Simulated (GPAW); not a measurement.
# Near-edge structure at the Se K edge of CuSe2 (Pnnm), part 3 of 3

How does the Se K edge of CuSe2 (Pnnm) move when the bonds are compressed or stretched?

GPAW 26.7.0; X-ray absorption from dipole matrix elements to empty bands, plane-wave PAW LDA.

So far. Step 4 (Spectrum with XCH, Se atom 1): The energy difference (zero at 12671 eV) isn't read as a photon energy: for so heavy an absorber the terms left out (the hole's spin, the functional's error) amount to tens of eV or more. Step 6 (Spectrum with XCH, Se atom 1): Against the first run the r.m.s. difference is 4 %. The highest intensity below 24 eV goes from 0.8 eV (1.69) to 1.0 eV (1.64).

## 7. Supercell without a hole, the energy reference

Level of this step: plane-wave PAW DFT, LDA, self-consistent field (GPAW).

The cell changes for the next run, so it gets a reference energy of its own.

The cell differs from the one that the last finished run ended in (a 6.139 → 6.329 Å, b 6.139 → 6.329 Å, c 7.090 → 7.310 Å).

The input, scf.py:

```python
import numpy as np
from ase import Atoms
from ase.parallel import parprint, paropen
from gpaw import GPAW, PW, FermiDirac, Mixer, MixerDif, setup_paths
from gpaw.test import gen
setup_paths.insert(0, '.')
gen('Se', name='nch1s', xcname='LDA', corehole=(1, 0, 0), write_xml=True)
from gpaw.mpi import world
world.barrier()

atoms = Atoms('Se8Cu4',
    cell=[[-5.07495769, 0, -3.78177865],
     [5.07495769, 0, -3.78177865],
     [0, -6.25543171, -3.78177865]],
    scaled_positions=[[0.4658, 0.1493, 0.8849],
     [0.9658, 0.6493, 0.8849],
     [0.0342, 0.3507, 0.1151],
     [0.5342, 0.8507, 0.1151],
     [0.1007, 0.2842, 0.6151],
     [0.6007, 0.7842, 0.6151],
     [0.8993, 0.7158, 0.3849],
     [0.3993, 0.2158, 0.3849],
     [0.75, 0.25, 0.5],
     [0.25, 0.75, 0.5],
     [0, 0, 0],
     [0.5, 0.5, 0]],
    pbc=True)
atoms.calc = calc = GPAW(legacy_gpaw=True, mode=PW(430, force_complex_dtype=True), xc='LDA', setups={0: 'nch1s'},
    kpts={'size': (3, 3, 3), 'gamma': True}, occupations=FermiDirac(0.1),
    charge=0, mixer=Mixer(0.1, 5, 50), maxiter=150,
    convergence={'density': 0.0001, 'eigenstates': 1e-6}, txt='scf.txt')
energy = atoms.get_potential_energy() + calc.get_reference_energy()
ef = calc.get_fermi_level()
out = dict(energy=energy, fermi=ef, forces=atoms.get_forces().tolist())
parprint(f'all-electron energy {energy:.4f} eV, Fermi level {ef:.4f} eV')
ev = np.array([[calc.get_eigenvalues(k, s) for k in range(len(calc.get_ibz_k_points()))] for s in range(calc.get_number_of_spins())])
out['homo'], out['lumo'], out['counts'] = ev[ev < ef].max(), ev[ev > ef].min(), sorted(set((ev < ef).sum((0, 2)).tolist()))
out['filled'] = (ev[:, 0] < ef).sum(1).tolist()
import json
with paropen('out.json', 'w') as f:
    json.dump(out, f)
```

Run with:

```
OMP_NUM_THREADS=1 mpirun -n 4 gpaw python scf.py
```

Numbers of over 12 decimals in the logs are rounded to 6 here.

The log of the run:

```text
Input parameters:
  convergence: {density: 0.0001,
                eigenstates: 1e-06}
  kpts: {gamma: True,
         size: (3, 3, 3)}
  maxiter: 150
  mixer: {backend: pulay,
          beta: 0.1,
          method: separate,
          nmaxold: 5,
          weight: 50}
  mode: {ecut: 430.0,
         force_complex_dtype: True,
         name: pw}
  occupations: {fixmagmom: False,
                name: fermi-dirac,
[...]
4s(2) :    -0.642093     1.095786
*s    :     0.357907
4p(4) :    -0.244602     1.027373
*p    :     0.755398
*d    :     0.000000
--------------------------------

Diagonalizing with gridspacing h=0.050

state   all-electron     PAW
-------------------------------
4s:      -0.642093    -0.642657
4p:      -0.244602    -0.244988
*d:                    0.040490
*f:                    0.073581
-------------------------------
all-electron energy -707994.2304 eV, Fermi level 6.0764 eV
[key lines of the parts left out:]
Converged after 13 iterations.
Dipole moment: (0.000000, 0.000000, -0.000000) |e|*Ang
Free energy:    -52.549580
Fermi level: 6.07644
```

Wall time 21 s (4 MPI ranks of Arm Neoverse V2, shared host); peak memory 0.27 GiB.

Reference energy: -707994.230 eV with the cores included.

## 8. Spectrum with XCH, Se atom 1

Shorter bonds are expected to push antibonding states and scattering resonances up, and longer ones down; the cell is scaled to test that.

Changed against the first core-hole run: volume scale from 1 to 1.03.

The input, xas.py:

```python
import numpy as np
from ase import Atoms
from ase.parallel import parprint, paropen
from gpaw import GPAW, PW, FermiDirac, Mixer, MixerDif, setup_paths
from gpaw.test import gen
setup_paths.insert(0, '.')
gen('Se', name='fch1s', xcname='LDA', corehole=(1, 0, 1), write_xml=True)
from gpaw.mpi import world
world.barrier()

atoms = Atoms('Se8Cu4',
    cell=[[-5.07495769, 0, -3.78177865],
     [5.07495769, 0, -3.78177865],
     [0, -6.25543171, -3.78177865]],
    scaled_positions=[[0.4658, 0.1493, 0.8849],
     [0.9658, 0.6493, 0.8849],
     [0.0342, 0.3507, 0.1151],
     [0.5342, 0.8507, 0.1151],
     [0.1007, 0.2842, 0.6151],
     [0.6007, 0.7842, 0.6151],
     [0.8993, 0.7158, 0.3849],
     [0.3993, 0.2158, 0.3849],
     [0.75, 0.25, 0.5],
     [0.25, 0.75, 0.5],
     [0, 0, 0],
     [0.5, 0.5, 0]],
    pbc=True)
atoms.calc = calc = GPAW(legacy_gpaw=True, mode=PW(430, force_complex_dtype=True), xc='LDA', setups={0: 'fch1s'},
    kpts={'size': (3, 3, 3), 'gamma': True}, occupations=FermiDirac(0.1),
    charge=-1, mixer=Mixer(0.1, 5, 50), maxiter=150,
    convergence={'density': 0.0001, 'eigenstates': 1e-6}, txt='scf.txt')
energy = atoms.get_potential_energy() + calc.get_reference_energy()
ef = calc.get_fermi_level()
out = dict(energy=energy, fermi=ef, forces=atoms.get_forces().tolist())
parprint(f'all-electron energy {energy:.4f} eV, Fermi level {ef:.4f} eV')
ev = np.array([[calc.get_eigenvalues(k, s) for k in range(len(calc.get_ibz_k_points()))] for s in range(calc.get_number_of_spins())])
out['homo'], out['lumo'], out['counts'] = ev[ev < ef].max(), ev[ev > ef].min(), sorted(set((ev < ef).sum((0, 2)).tolist()))
out['filled'] = (ev[:, 0] < ef).sum(1).tolist()

from ase.units import Ha
from gpaw.xas import dipole_matrix_elements
nb = int(calc.get_number_of_electrons() / 2) + 145
top, nb = nb, nb + 8 + nb // 12
nscf = calc.fixed_density(kpts={'size': (3, 3, 3), 'gamma': True}, nbands=nb,
    convergence={'bands': top, 'eigenstates': 5e-3}, maxiter=60, txt='nscf.txt')
cell = atoms.cell.array
ops = [cell.T @ U.T @ np.linalg.inv(cell.T) for U in nscf.wfs.kd.symmetry.op_scc]
E = np.arange(-6, 34, 0.1)
fwhm = np.interp(E, [4, 25], [2.33, 3.5])
Y, X, zero, highest = 0, 0, 1e9, 1e9
for spin in range(nscf.get_number_of_spins()):
    wfs = nscf.wfs
    mine = wfs.bd.get_slice()  # this rank's bands
    A = dipole_matrix_elements(wfs.setups[0])
    eps = np.zeros((wfs.kd.nibzkpts, nb))
    d = np.zeros((3, A.shape[1], wfs.kd.nibzkpts, nb), complex)
    for kpt in wfs.kpt_u:
        if kpt.s == spin and 0 in kpt.P_ani:
            eps[kpt.k, mine] = kpt.eps_n * Ha
            d[:, :, kpt.k, mine] = (kpt.weight * wfs.nspins / 2) ** 0.5 * np.inner(A, kpt.P_ani[0])
    world.sum(eps)
    world.sum(d)
    T = np.einsum('amkn,bmkn->abkn', d, d.conj()).real
    T = sum(np.einsum('ai,ijkn,bj->abkn', R, T, R) for R in ops) / len(ops)
    empty = eps > ef
    zero, highest = min(zero, eps[empty].min()), min(highest, eps[:, top - 1].min())
    lines = [(eps, T, empty)] if spin == 0 else lines + [(eps, T, empty)]
for eps, T, empty in lines:
    f = np.einsum('aakn->akn', T).reshape(3, -1)
    x = eps.ravel() - zero
    w = np.interp(x, E, fwhm) / 2.35482
    g = np.exp(-0.5 * ((E[:, None] - x) / w) ** 2) / (w * (2 * np.pi) ** 0.5)
    Y = Y + (f * empty.ravel()) @ g.T
    X = X + (f * ~empty.ravel()) @ g.T
out.update(E=E.round(2).tolist(), xas=Y.tolist(), xes=X.tolist(), zero=zero, valid=highest - zero, nk=len(eps), nb=nb)
for i in range(0, len(E), 10):
    parprint(f'{E[i]:7.2f}', *(f'{v:10.3e}' for v in Y[:, i]))
import json
with paropen('out.json', 'w') as f:
    json.dump(out, f)
```

Run with:

```
OMP_NUM_THREADS=1 mpirun -n 4 gpaw python xas.py
```

The log of the run:

```text
Input parameters:
  charge: -1
  convergence: {density: 0.0001,
                eigenstates: 1e-06}
  kpts: {gamma: True,
         size: (3, 3, 3)}
  maxiter: 150
  mixer: {backend: pulay,
          beta: 0.1,
          method: separate,
          nmaxold: 5,
          weight: 50}
  mode: {ecut: 430.0,
         force_complex_dtype: True,
         name: pw}
  occupations: {fixmagmom: False,
[...]
*p    :     0.350513
*d    :     0.000000
--------------------------------

Diagonalizing with gridspacing h=0.050

state   all-electron     PAW
-------------------------------
4s:      -1.105925    -1.106630
4p:      -0.649487    -0.650084
*d:                   -0.134651
*f:                   -0.017877
-------------------------------
all-electron energy -695323.1714 eV, Fermi level 6.2231 eV
[...]
32.00  8.595e-08  7.905e-08  9.514e-08
  33.00  8.905e-08  8.878e-08  9.620e-08
[key lines of the parts left out:]
Converged after 20 iterations.
Dipole moment: (-0.081995, -0.260124, -0.059748) |e|*Ang
Free energy:    -62.663903
Fermi level: 6.22307
```

Run time: 89 s. Hardware: 4 MPI ranks; peak memory 0.41 GiB.

| E (eV) | first run | this run |
| --- | --- | --- |
| -2.0 | 0.05 | 0.05 |
| -1.0 | 0.40 | 0.42 |
| 0.0 | 1.26 | 1.30 |
| 1.0 | 1.67 | 1.68 |
| 2.0 | 1.05 | 1.04 |
| 3.0 | 0.64 | 0.65 |
| 4.0 | 0.75 | 0.77 |
| 5.0 | 0.81 | 0.81 |
| 6.0 | 0.89 | 0.89 |
| 7.0 | 1.13 | 1.16 |
| 8.0 | 1.35 | 1.38 |
| 9.0 | 1.41 | 1.43 |
| 10.0 | 1.35 | 1.35 |
| 11.0 | 1.22 | 1.19 |
| 12.0 | 1.06 | 1.02 |
| 13.0 | 0.91 | 0.87 |
| 14.0 | 0.80 | 0.77 |
| 15.0 | 0.73 | 0.72 |
| 16.0 | 0.73 | 0.74 |
| 17.0 | 0.78 | 0.79 |
| 18.0 | 0.81 | 0.82 |
| 19.0 | 0.81 | 0.81 |
| 20.0 | 0.81 | 0.83 |
| 21.0 | 0.85 | 0.88 |
| 22.0 | 0.89 | 0.92 |
| 23.0 | 0.90 | 0.92 |
| 24.0 | 0.89 | 0.91 |
| 25.0 | 0.90 | 0.93 |
| 26.0 | 0.93 | 0.95 |
| 27.0 | 0.94 | 0.95 |
| 28.0 | 0.93 | 0.93 |
| 29.0 | 0.91 | 0.92 |
| 30.0 | 0.91 | 0.93 |
| 31.0 | 0.92 | 0.95 |
| 32.0 | 0.95 | 0.99 |

The scaled spectrum changes by 2 % r.m.s. The highest intensity below 24 eV stays at 0.8 eV.

The photon energy of the zero moves by -0.07 eV.

## 9. Supercell without a hole, the energy reference

The cell changes for the next run, so it gets a reference energy of its own.

The cell differs from the one that the last finished run ended in (a 6.329 → 6.390 Å, b 6.329 → 6.390 Å, c 7.310 → 7.380 Å).

scf.py: that of step 7 with these lines changed.

```diff
@@ -11,5 +11,5 @@
 atoms = Atoms('Se8Cu4',
-    cell=[[-5.07495769, 0, -3.78177865],
-     [5.07495769, 0, -3.78177865],
-     [0, -6.25543171, -3.78177865]],
+    cell=[[-5.12375836, 0, -3.81814414],
+     [5.12375836, 0, -3.81814414],
+     [0, -6.31558378, -3.81814414]],
     scaled_positions=[[0.4658, 0.1493, 0.8849],
```

Run with:

```
OMP_NUM_THREADS=1 mpirun -n 4 gpaw python scf.py
```

The log of the run:

```text
Input parameters:
  convergence: {density: 0.0001,
                eigenstates: 1e-06}
  kpts: {gamma: True,
         size: (3, 3, 3)}
  maxiter: 150
  mixer: {backend: pulay,
          beta: 0.1,
          method: separate,
          nmaxold: 5,
          weight: 50}
  mode: {ecut: 430.0,
         force_complex_dtype: True,
         name: pw}
  occupations: {fixmagmom: False,
                name: fermi-dirac,
[...]
4s(2) :    -0.642093     1.095786
*s    :     0.357907
4p(4) :    -0.244602     1.027373
*p    :     0.755398
*d    :     0.000000
--------------------------------

Diagonalizing with gridspacing h=0.050

state   all-electron     PAW
-------------------------------
4s:      -0.642093    -0.642657
4p:      -0.244602    -0.244988
*d:                    0.040490
*f:                    0.073581
-------------------------------
all-electron energy -707993.9222 eV, Fermi level 5.7086 eV
[key lines of the parts left out:]
Converged after 11 iterations.
Dipole moment: (0.000000, 0.000000, -0.000000) |e|*Ang
Free energy:    -52.245782
Fermi level: 5.70861
```

Wall time 19 s (4 MPI ranks); peak memory 0.28 GiB.

Reference energy: -707993.922 eV with the cores included.

## 10. Spectrum with XCH, Se atom 1

Shorter bonds are expected to push antibonding states and scattering resonances up, and longer ones down; the cell is scaled to test that.

Changed against the first core-hole run: volume scale from 1 to 1.06.

xas.py: that of step 8 with these lines changed.

```diff
@@ -11,5 +11,5 @@
 atoms = Atoms('Se8Cu4',
-    cell=[[-5.07495769, 0, -3.78177865],
-     [5.07495769, 0, -3.78177865],
-     [0, -6.25543171, -3.78177865]],
+    cell=[[-5.12375836, 0, -3.81814414],
+     [5.12375836, 0, -3.81814414],
+     [0, -6.31558378, -3.81814414]],
     scaled_positions=[[0.4658, 0.1493, 0.8849],
@@ -41,3 +41,3 @@
 from gpaw.xas import dipole_matrix_elements
-nb = int(calc.get_number_of_electrons() / 2) + 145
+nb = int(calc.get_number_of_electrons() / 2) + 150
 top, nb = nb, nb + 8 + nb // 12
```

Run with:

```
OMP_NUM_THREADS=1 mpirun -n 4 gpaw python xas.py
```

The log of the run:

```text
Input parameters:
  charge: -1
  convergence: {density: 0.0001,
                eigenstates: 1e-06}
  kpts: {gamma: True,
         size: (3, 3, 3)}
  maxiter: 150
  mixer: {backend: pulay,
          beta: 0.1,
          method: separate,
          nmaxold: 5,
          weight: 50}
  mode: {ecut: 430.0,
         force_complex_dtype: True,
         name: pw}
  occupations: {fixmagmom: False,
[...]
*p    :     0.350513
*d    :     0.000000
--------------------------------

Diagonalizing with gridspacing h=0.050

state   all-electron     PAW
-------------------------------
4s:      -1.105925    -1.106630
4p:      -0.649487    -0.650084
*d:                   -0.134651
*f:                   -0.017877
-------------------------------
all-electron energy -695322.9310 eV, Fermi level 5.8450 eV
[...]
32.00  8.799e-08  8.361e-08  9.573e-08
  33.00  9.102e-08  9.653e-08  9.502e-08
[key lines of the parts left out:]
Converged after 19 iterations.
Dipole moment: (-0.071609, -0.245557, -0.057302) |e|*Ang
Free energy:    -62.428183
Fermi level: 5.84498
```

Run time: 91 s. Hardware: 4 MPI ranks; peak memory 0.42 GiB; 6.1 min of CPU time.

| E (eV) | first run | this run |
| --- | --- | --- |
| -2.0 | 0.05 | 0.06 |
| -1.0 | 0.40 | 0.44 |
| 0.0 | 1.26 | 1.34 |
| 1.0 | 1.67 | 1.68 |
| 2.0 | 1.05 | 1.02 |
| 3.0 | 0.64 | 0.66 |
| 4.0 | 0.75 | 0.78 |
| 5.0 | 0.81 | 0.80 |
| 6.0 | 0.89 | 0.90 |
| 7.0 | 1.13 | 1.18 |
| 8.0 | 1.35 | 1.41 |
| 9.0 | 1.41 | 1.45 |
| 10.0 | 1.35 | 1.35 |
| 11.0 | 1.22 | 1.16 |
| 12.0 | 1.06 | 0.98 |
| 13.0 | 0.91 | 0.84 |
| 14.0 | 0.80 | 0.74 |
| 15.0 | 0.73 | 0.71 |
| 16.0 | 0.73 | 0.75 |
| 17.0 | 0.78 | 0.80 |
| 18.0 | 0.81 | 0.82 |
| 19.0 | 0.81 | 0.82 |
| 20.0 | 0.81 | 0.85 |
| 21.0 | 0.85 | 0.90 |
| 22.0 | 0.89 | 0.93 |
| 23.0 | 0.90 | 0.93 |
| 24.0 | 0.89 | 0.93 |
| 25.0 | 0.90 | 0.95 |
| 26.0 | 0.93 | 0.96 |
| 27.0 | 0.94 | 0.96 |
| 28.0 | 0.93 | 0.94 |
| 29.0 | 0.91 | 0.94 |
| 30.0 | 0.91 | 0.96 |
| 31.0 | 0.92 | 0.98 |
| 32.0 | 0.95 | 1.03 |

Against the first run the r.m.s. difference is 4 %. The highest intensity below 24 eV stays at 0.8 eV.

The photon energy of the zero moves by -0.14 eV.

## 11. The volumes side by side

| volume | nearest distance (Å) | shift of the zero (eV) | maximum 1 (eV above own zero) | maximum 2 (eV above own zero) |
| --- | --- | --- | --- | --- |
| 0.94 | 2.284 | +0.15 | 1.0 | 9.0 |
| 1 | 2.331 | +0.00 | 0.8 | 9.0 |
| 1.03 | 2.354 | -0.07 | 0.8 | 8.8 |
| 1.06 | 2.377 | -0.14 | 0.8 | 8.8 |

The curves, each shifted by its zero's change so that they share one photon-energy axis, counted from the zero at V × 1:

| E (eV) | V × 0.94 | V × 1 | V × 1.03 | V × 1.06 |
| --- | --- | --- | --- | --- |
| -2.0 | 0.03 | 0.05 | 0.06 | 0.08 |
| -1.0 | 0.27 | 0.40 | 0.47 | 0.55 |
| 0.0 | 1.03 | 1.26 | 1.36 | 1.46 |
| 1.0 | 1.64 | 1.67 | 1.65 | 1.62 |
| 2.0 | 1.20 | 1.05 | 0.99 | 0.93 |
| 3.0 | 0.66 | 0.64 | 0.65 | 0.67 |
| 4.0 | 0.69 | 0.75 | 0.77 | 0.79 |
| 5.0 | 0.81 | 0.81 | 0.81 | 0.80 |
| 6.0 | 0.86 | 0.89 | 0.91 | 0.93 |
| 7.0 | 1.05 | 1.13 | 1.18 | 1.22 |
| 8.0 | 1.26 | 1.35 | 1.38 | 1.42 |
| 9.0 | 1.35 | 1.41 | 1.43 | 1.44 |
| 10.0 | 1.33 | 1.35 | 1.34 | 1.32 |
| 11.0 | 1.27 | 1.22 | 1.18 | 1.14 |
| 12.0 | 1.16 | 1.06 | 1.01 | 0.96 |
| 13.0 | 1.01 | 0.91 | 0.87 | 0.82 |
| 14.0 | 0.89 | 0.80 | 0.76 | 0.73 |
| 15.0 | 0.79 | 0.73 | 0.71 | 0.71 |
| 16.0 | 0.74 | 0.73 | 0.74 | 0.75 |
| 17.0 | 0.75 | 0.78 | 0.79 | 0.81 |
| 18.0 | 0.80 | 0.81 | 0.82 | 0.82 |
| 19.0 | 0.81 | 0.81 | 0.81 | 0.83 |
| 20.0 | 0.79 | 0.81 | 0.83 | 0.86 |
| 21.0 | 0.79 | 0.85 | 0.88 | 0.91 |
| 22.0 | 0.83 | 0.89 | 0.92 | 0.94 |
| 23.0 | 0.87 | 0.90 | 0.92 | 0.93 |
| 24.0 | 0.87 | 0.89 | 0.91 | 0.93 |
| 25.0 | 0.85 | 0.90 | 0.93 | 0.95 |
| 26.0 | 0.87 | 0.93 | 0.95 | 0.96 |
| 27.0 | 0.90 | 0.94 | 0.95 | 0.95 |
| 28.0 | 0.91 | 0.93 | 0.93 | 0.94 |
| 29.0 | 0.90 | 0.91 | 0.92 | 0.94 |
| 30.0 | 0.88 | 0.91 | 0.93 | 0.96 |
| 31.0 | 0.87 | 0.92 | 0.96 | 0.99 |

## 12. Outcome

```json
{"absorber and edge": "Se K, atom 1 of the ground-state input (counted from 1)", "surroundings": "1 Se at 2.33 Å and 3 Cu at 2.56 Å (distorted tetrahedral, site symmetry m)", "highest intensity below 24 eV": "0.8 eV above the zero, height 1.69"}
```

What this shows: From V × 0.94 to V × 1.06 the nearest distance grows by 0.093 Å and the zero moves by -0.29 eV. Above their own zero, the maxima move from 1.0 to 0.8 eV and from 9.0 to 8.8 eV. The Se K edge of atom 1, with 1 Se at 2.33 Å and 3 Cu at 2.56 Å (distorted tetrahedral, site symmetry m), has its highest intensity of the first 24 eV at 0.8 eV above the zero, 1.7 times the mean level of the first 20 eV (Gaussian full width 2.33 eV up to 4 eV, rising linearly to 3.5 eV at 25 eV). At the Se K edge of atom 1 polarisation matters most near 0.8 eV, where the curves differ by 2.3 on this scale. The script folds with a Gaussian, whereas the core hole's own line is a Lorentzian, so the onset is too steep and the first peak too high. The unit cell's mesh shows no gap over 0.35 eV. That is right for a metallic compound; for a small-gap or correlated insulator it would be the fault of the functional or of the assumed magnetic order, and the hole would be screened too well. The holes are only 6.3 Å apart, so the shape is probably not converged with cell size; no larger cell was run here. The mesh is coarse (0.39 Å⁻¹ between points), so small maxima may be mesh ripples. The structure is a published determination, not relaxed.

[Banner, clock and machine lines of the logs are left out without a mark of their own.]

[Logs are printed without paths, hosts, clocks, repeated set-up lines and the standing remarks that a program may print on its own settings, such as how far it seeks lower states.]

[Hosts, paths, dates, database ids (printed as entryN), source tags and the programs' standing remarks are cut or masked in the printed files.]

[Lists of maxima count a maximum above −3 eV only where it reaches 4 % of the highest in the window and stands out from its surroundings by 2 % of it (1.5 % where it reaches 55 %); shoulders and weaker maxima are passed over, and of the rest the first, up to two pre-edge ones and the few strongest are named.]
